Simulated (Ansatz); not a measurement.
# G0W0 on several functionals: Na3MoO4Cl (P4/nmm)

One-shot GW is not self-consistent; how far does the start matter for Na3MoO4Cl (P4/nmm)?

Calculated with Ansatz 0.2.0; G0W0 on several functionals, plane waves, PAW.

### Step 1. Starting point

It takes space group P4/nmm (No. 129, tetragonal). Conventional cell: a = 7.494 Å, b = 7.494 Å, c = 5.341 Å, α = 90.00°, β = 90.00°, γ = 90.00°. Na has 4 O at 2.50 Å and 2 Cl at 2.78 Å nearest. Na has 4 O at 2.35 Å and 2 Cl at 2.58 to 2.76 Å nearest. Nearest to Mo lie 4 O at 1.78 Å. Nearest to Cl lie 6 Na at 2.58 to 2.78 Å. Nearest to O lie 1 Mo at 1.78 Å and 3 Na at 2.35 to 2.50 Å. Farther neighbours and most contacts between anions are not listed.

Geometry: measured cell, ions relaxed with PBE. The runs that relaxed it are not among those shown.

### Step 2. G0W0 on PBE

Now the one-shot GW correction: screening in the RPA, then the self-energy of the levels asked for. This step takes PAW set soft_1 files.

This step: G0W0 on PBE, plane waves, PAW; PAW set soft_1.

Input file input.yaml:

```yaml
crystal:
  lattice:
    - [7.4942, 0.0, 0.0]
    - [0.0, 7.4942, 0.0]
    - [0.0, 0.0, 5.3409]
  atoms:
    - { symbol: Na, position: [0.75, 0.75, 0.0] }
    - { symbol: Na, position: [0.75, 0.25, 0.0] }
    - { symbol: Na, position: [0.25, 0.25, 0.0] }
    - { symbol: Na, position: [0.25, 0.75, 0.0] }
    - { symbol: Na, position: [0.5, 0.0, 0.6389095619] }
    - { symbol: Na, position: [0.0, 0.5, 0.3610904381] }
    - { symbol: Mo, position: [0.0, 0.0, 0.5] }
    - { symbol: Mo, position: [0.5, 0.5, 0.5] }
    - { symbol: Cl, position: [0.5, 0.0, 0.155433647] }
    - { symbol: Cl, position: [0.0, 0.5, 0.844566353] }
    - { symbol: O, position: [0.810272275, 0.0, 0.7004856242] }
    - { symbol: O, position: [0.5, 0.310272275, 0.7004856242] }
    - { symbol: O, position: [0.189727725, 0.0, 0.7004856242] }
    - { symbol: O, position: [0.5, 0.689727725, 0.7004856242] }
    - { symbol: O, position: [0.310272275, 0.5, 0.2995143758] }
    - { symbol: O, position: [0.0, 0.189727725, 0.2995143758] }
    - { symbol: O, position: [0.689727725, 0.5, 0.2995143758] }
    - { symbol: O, position: [0.0, 0.810272275, 0.2995143758] }
kpoints:
  mp_grid: { grid: [2, 2, 4] }
hamiltonian:
  xc: pbe
  pseudopotentials: { kind: paw, azcp: { folder: soft_1 } }
scf:
  occupations: { method: fixed }
gw:
  n_empty_bands: 1009
  ecut_chi: 130.0
  qp_bands: [v4, c4]
  qp_kpoints: band_edges
  screening: { model: contour_deformation }
```

On the command line:

```console
$ ansatz run input.yaml --threads 2 --pin off --max-ram 92160MiB --backend cuda --events-out ev --progress --plain --runs-dir out --devices 1 --max-vram 13GiB
```

Numbers of over 12 decimals in the logs are rounded to 6 here.

Log:

```text
GPUs: using 1 of 1 available (devices: 1).
Engine: ansatz 0.2.0, x86_64-unknown-linux-gnu
Pseudopotentials: kind: paw
Pseudopotential: Na, paw, valence charge 9, recommended cutoff 420 eV (normal), soft_1/Na.paw.azcp
Pseudopotential: Mo, paw, valence charge 14, recommended cutoff 420 eV (normal), soft_1/Mo.paw.azcp
Pseudopotential: Cl, paw, valence charge 7, recommended cutoff 420 eV (normal), soft_1/Cl.paw.azcp
Pseudopotential: O, paw, valence charge 6, recommended cutoff 420 eV (normal), soft_1/O.paw.azcp
Functional definition: PBE
  parameter kappa = 0.804
  parameter beta = 0.066725
  exchange = pbe_x(kappa = kappa, mu = beta*pi^2/3)
  correlation = pbe_c(beta = beta)
device memory: the entry about to start is reckoned to put 3.3 GiB on a device that reports 38.7 GiB free (of which the cap on the GPU budget leaves the run 13.0 GiB)
GPU FFT provider: cuFFT
GPU libraries: cuBLAS 13.8.2, cuFFT 12.4.0, cuSOLVER 12.3.4
Crystal: 18 atoms, lattice volume = 299.961 Å³
Basis set: ecut = 420 eV, 5889 PW (Γ)
Bands: 90, of which v1, the nominal top of the filled ones, is band 72 counted from 1 (71 counted from 0)
Symmetry: 16 space group operations
Space group: P4/nmm (ITA 129), of the structure as read, at distance tolerance 6.7e-5 Å
k-points: 9 of 16
Non-local potential: Na, projectors of the file, l = 0: 3, l = 1: 2, l = 2: 1
Non-local potential: Mo, projectors of the file, l = 0: 3, l = 1: 2, l = 2: 2, l = 3: 1
Non-local potential: Cl, projectors of the file, l = 0: 2, l = 1: 2, l = 2: 1
Non-local potential: O, projectors of the file, l = 0: 2, l = 1: 2, l = 2: 1
PAW form: soft (Blöchl's): semilocal exchange-correlation on the pseudo side does not see the compensation charge
PAW one-centre angular grid: Na, 110 points (default); XC on 64 Gauss nodes
PAW one-centre angular grid: Mo, 590 points (default); XC on 64 Gauss nodes
PAW one-centre angular grid: Cl, 110 points (default); XC on 64 Gauss nodes
PAW one-centre angular grid: O, 110 points (default); XC on 64 Gauss nodes
Initial density: superposition of atomic densities (chi_scale 0.1, normalization cell, long waves kept (reshape's long-wave potential 0.04 eV rms))
Initial wavefunctions: pseudopotential atomic-orbital guess
GPU buffer pool allocated for 104976 grid points (all kernels)
GPU transforms: local potential and band sums: pruned to the plane-wave sphere, on 54×54×36
Functional: x = pbe(κ = 0.804, μ = 0.219515), c = pbe(β = 0.066725)
SCF iter   1: F=—  HF=-25559.554754 eV  |F-HF|=—  |Δ(HF+E_count)|=         —  Δρ=1.02e-1  dr2=4.77e1  ethr=3.10e-3  ⟨swp⟩=5.0  Hψ=2464  notcnv=0  defer=123
preconditioner: auto → Resta (q_TF=auto, 2.414 Å⁻¹)  ε∞=3.4  [insulator: Δε(μ)=4.501 eV  Ē_g=12.448 eV  n_scr=68 (ndim 8)  ℏωp=19.2 eV  f_vac=0.000  ε∞_Penn≈3.4]
SCF iter   2: F=—  HF=-25548.293189 eV  |F-HF|=—  |Δ(HF+E_count)|=    1.13e1  Δρ=5.83e-2  dr2=8.55e0  ethr=3.10e-3  ⟨swp⟩=3.0  Hψ=1659  notcnv=0  defer=128
SCF iter   3: F=—  HF=-25546.643045 eV  |F-HF|=—  |Δ(HF+E_count)|=    1.65e0  Δρ=2.32e-2  dr2=2.66e0  ethr=3.10e-3  ⟨swp⟩=2.0  Hψ=1322  notcnv=0  defer=124
SCF iter   4: F=—  HF=-25546.144802 eV  |F-HF|=—  |Δ(HF+E_count)|=   4.98e-1  Δρ=1.08e-2  dr2=5.58e-1  ethr=1.85e-3  ⟨swp⟩=2.0  Hψ=980  notcnv=0  defer=138
SCF iter   5: F=—  HF=-25546.000646 eV  |F-HF|=—  |Δ(HF+E_count)|=   1.44e-1  Δρ=2.55e-3  dr2=4.13e-2  ethr=3.87e-4  ⟨swp⟩=2.0  Hψ=1329  notcnv=0  defer=142
SCF iter   6: F=—  HF=-25546.002631 eV  |F-HF|=—  |Δ(HF+E_count)|=   1.98e-3  Δρ=7.48e-4  dr2=2.59e-3  ethr=2.87e-5  ⟨swp⟩=2.3  Hψ=1192  notcnv=0  defer=144
SCF iter   7: F=—  HF=-25546.003081 eV  |F-HF|=—  |Δ(HF+E_count)|=   4.50e-4  Δρ=1.19e-4  dr2=5.33e-5  ethr=1.80e-6  ⟨swp⟩=2.0  Hψ=1226  notcnv=0  defer=141
SCF iter   8: F=—  HF=-25546.003181 eV  |F-HF|=—  |Δ(HF+E_count)|=   1.00e-4  Δρ=4.87e-5  dr2=1.29e-5  ethr=3.70e-8  ⟨swp⟩=2.0  Hψ=1031  notcnv=0  defer=126
SCF iter   9: F=—  HF=-25546.003183 eV  |F-HF|=—  |Δ(HF+E_count)|=   1.74e-6  Δρ=9.14e-6  dr2=3.95e-7  ethr=8.99e-9  ⟨swp⟩=2.0  Hψ=995  notcnv=0  defer=126
SCF iter  10: F=-25546.003183 eV  HF=-25546.003183 eV  |F-HF|=1.67e-8  |Δ(HF+E_count)|=   2.27e-7  Δρ=2.37e-6  dr2=2.65e-8  ethr=6.94e-11  ⟨swp⟩=11.6  Hψ=3308  notcnv=0
SCF 1 converged in 10 iterations: F = -25546.003183 eV  dr2 = 2.65e-8
  greatest PAW one-centre occupation: 0.999 electrons in one spin orbital (limit 2), on the Na atom at site 5 (counted from 0), in its partial waves of l = 0
device memory: the entry about to start is reckoned to put 4.0 GiB (of the 4.1 GiB reckoned in all, the device holds 0.1 GiB already) on a device that reports 38.6 GiB free (of which the cap on the GPU budget leaves the run 12.9 GiB)
NSCF: frozen V_eff on 9 k-points
the band table was solved once the SCF had ended and its energy, with any forces and stress, was formed, with the checks that follow a solve (3039 applications of the Hamiltonian). They found nothing against the state; the energy, forces and stress were not computed again (output.eigenvalues in the input reference)
device memory: the entry about to start is reckoned to put 6.8 GiB on a device that reports 38.7 GiB free (of which the cap on the GPU budget leaves the run 13.0 GiB)
NSCF: frozen V_eff on 9 k-points
G₀W₀ screening: q 1/9
[... further progress lines ...]
SCF converged after 10 iterations
Free energy (F): -25546.003183 eV
Harris-Foulkes:  -25546.003183 eV  (|F-HF|=1.67e-8)
Internal energy: -25546.003183 eV  (E = F + TS)
E sigma→0 (E₀):  -25546.003183 eV
Fermi energy:    2.404055 eV
--- Per-component energies (eV) ---
  E_band       = -2012.166045
  E_kinetic    = 3175.435092
  E_local      = -15695.049124  (includes V_loc(G=0)·N_el)
  E_nonlocal   = 2440.894375
  E_hartree    = 5506.446991
  E_xc         = -1364.123934
  E_vxc        = -1689.890328  (∫ρ·V_xc dr)
  E_paw        = -10797.907909  (= ΣΔE_a)
  E_vpaw       = -1256.463220  (= ΣTr[D̂ρ^β])
  E_aug_tail   = 0.006583  (compensation charges beyond the density's cutoff)
  E_ewald      = -8811.705256
  E_smearing   = -0.000000  (= −TS)
  E_closure    = 0.000000  (closes the sum)
  Σ components = -25546.003183   (vs F -25546.003183, Δ=0.00e0)
--- Band table (eV; the first three rows and the last of 9) ---
  k-point 0: bands = [... 68 lower, 2.1110, 2.2570, 2.2570, 2.3808, 6.7178, 6.7808, 7.0833, 7.2312, ... 14 higher]
  k-point 1: bands = [... 68 lower, 2.2293, 2.3278, 2.3278, 2.3707, 6.8097, 7.0058, 7.2361, 7.2440, ... 14 higher]
  k-point 2: bands = [... 68 lower, 2.3239, 2.3605, 2.4012, 2.4012, 6.9022, 7.1384, 7.2568, 7.3678, ... 14 higher]
  k-point 8: bands = [... 68 lower, 2.1884, 2.1884, 2.4041, 2.4041, 7.0366, 7.0366, 7.3338, 7.3338, ... 14 higher]
--- G₀W₀: contour deformation, 6 samples at zero and on the imaginary axis and 0 off it, 16 q-points, 1009 empty bands' worth ---
  eigenvalues of the whole cell's RPA ε∞ on this k-mesh (on a slab, of 1 + 4πα/V) = 2.5179, 2.5179, 2.5295; static W/v taken at q = 0 is 0.396807
  bands read: the sum over 1081 bands ends inside a degenerate multiplet in 6 slots, whose members it reads at an even weight; the widest, k=3: bands 1081 to 1082 (counted from 1) at 1/2 each
  gw.qp_kpoints: band_edges: 9 of 9 stored k-points solved, in 1 pass; an edge of the gap read off the rows below is read off those points alone
    ik  band        ε_KS         Σx   Σc(E_QP)       V_xc       Z   E_QP_lin       E_QP  E_QP is
     0    69      2.1110   -24.8344     4.1685   -19.4937  0.7466     0.9165     0.9389  root
     0    70      2.2570   -24.8274     4.0447   -19.6013  0.7499     1.0538     1.0756  root
     0    71      2.2570   -24.8274     4.0447   -19.6013  0.7499     1.0538     1.0756  root
     0    72      2.3808   -25.2231     4.0476   -20.0718  0.7476     1.2589     1.2773  root
     0    73      6.7178   -15.2573    -3.8725   -20.9374  0.7932     8.5587     8.5254  root
     0    74      6.7808   -13.1948    -3.7010   -18.4938  0.8066     8.4028     8.3788  root
     0    75      7.0833   -15.1755    -3.8380   -20.8133  0.7926     8.9171     8.8831  root
     0    76      7.2312   -16.7546    -3.8183   -22.5232  0.7794     9.2250     9.1815  root
     1    69      2.2293   -24.4740     3.9031   -19.3252  0.7545     0.9597     0.9836  root
     1    70      2.3278   -25.1196     4.1053   -19.8733  0.7480     1.1666     1.1868  root
     1    71      2.3278   -25.1196     4.1053   -19.8733  0.7480     1.1666     1.1868  root
     1    72      2.3707   -25.2251     4.0513   -20.0668  0.7477     1.2452     1.2638  root
     1    73      6.8097   -15.5983    -3.8766   -21.3129  0.7902     8.6830     8.6477  root
     1    74      7.0058   -15.4136    -3.7964   -21.0302  0.7921     8.8600     8.8260  root
     1    75      7.2361   -16.0637    -3.8272   -21.7790  0.7859     9.1631     9.1241  root
     1    76      7.2440   -16.7771    -3.8238   -22.5553  0.7790     9.2424     9.1984  root
     2    69      2.3239   -24.3216     3.7593   -19.2810  0.7588     1.0181     1.0425  root
     2    70      2.3605   -25.2276     4.0549   -20.0625  0.7478     1.2316     1.2503  root
     2    71      2.4012   -25.2311     4.0913   -20.0075  0.7483     1.2494     1.2690  root
     2    72      2.4012   -25.2311     4.0913   -20.0075  0.7483     1.2494     1.2690  root
     2    73      6.9022   -15.9472    -3.8862   -21.7038  0.7872     8.8102     8.7726  root
     2    74      7.1384   -16.1020    -3.8133   -21.7993  0.7873     9.0601     9.0224  root
     2    75      7.2568   -16.7995    -3.8293   -22.5874  0.7786     9.2597     9.2154  root
     2    76      7.3678   -16.7655    -3.8111   -22.5356  0.7804     9.3702     9.3267  root
[...]
8    69      2.1884   -24.5916     3.9274   -19.4508  0.7526     0.9523     0.9750  root
     8    70      2.1884   -24.5916     3.9274   -19.4508  0.7526     0.9523     0.9750  root
     8    71      2.4041   -25.3248     4.1232   -20.0928  0.7470     1.2765     1.2953  root
     8    72      2.4041   -25.3248     4.1232   -20.0928  0.7470     1.2765     1.2953  root
     8    73      7.0366   -16.1502    -3.8651   -21.9057  0.7851     8.9662     8.9270  root
     8    74      7.0366   -16.1502    -3.8651   -21.9057  0.7851     8.9662     8.9270  root
     8    75      7.3338   -16.7485    -3.8024   -22.5021  0.7810     9.3278     9.2850  root
     8    76      7.3338   -16.7485    -3.8024   -22.5021  0.7810     9.3278     9.2850  root
```

It took 54 s on 1 × NVIDIA H100 80GB HBM3 (shared by 6 runs) with 2 threads of AMD EPYC 7R13 (Zen 3), shared host; peak memory 3.2 GiB.

Reading the cycles: dr2 is the Hartree energy of the density residual (eV), the measure of convergence; HF is the Harris–Foulkes estimate of the energy, which meets the free energy F at convergence.

Numbers from this step:

- bands summed: 1081
- RPA ε∞ on this mesh (eigenvalues): 2.518, 2.518, 2.529
- plane waves in the screening matrix: 1001
- q-points in the mesh: 16
- G0W0 gap on the mesh: 7.084 eV
- k of the valence top: -0.5, -0.5, -0.5
- k of the conduction bottom: 0, 0, 0
- starting gap on the mesh: 4.314 eV
- Z at the valence top: 0.7470
- Z at the conduction bottom: 0.8066
- least direct G0W0 gap on the computed points: 7.102 eV

The gap on the mesh goes from 4.31 eV to 7.08 eV, a correction of +2.77 eV, though a band edge has moved to another state.

[end of part 1 of 2]

[Paths, hosts, dates, memory and timing lines, banners, echoed tables and standing remarks are left out of the program output.]

[Logs are printed without paths, hosts, clocks, repeated set-up lines and the standing remarks that a program may print on its own settings, such as how far it seeks lower states.]

[Runs of the session that timed out or met a known fault of the program may be left out.]

[Cells called generated may have been cut or substituted from an entry of the Crystallography Open Database or the Materials Project.]

[Hosts, paths, dates, database ids (printed as entryN), source tags and the programs' standing remarks are cut or masked in the printed files.]
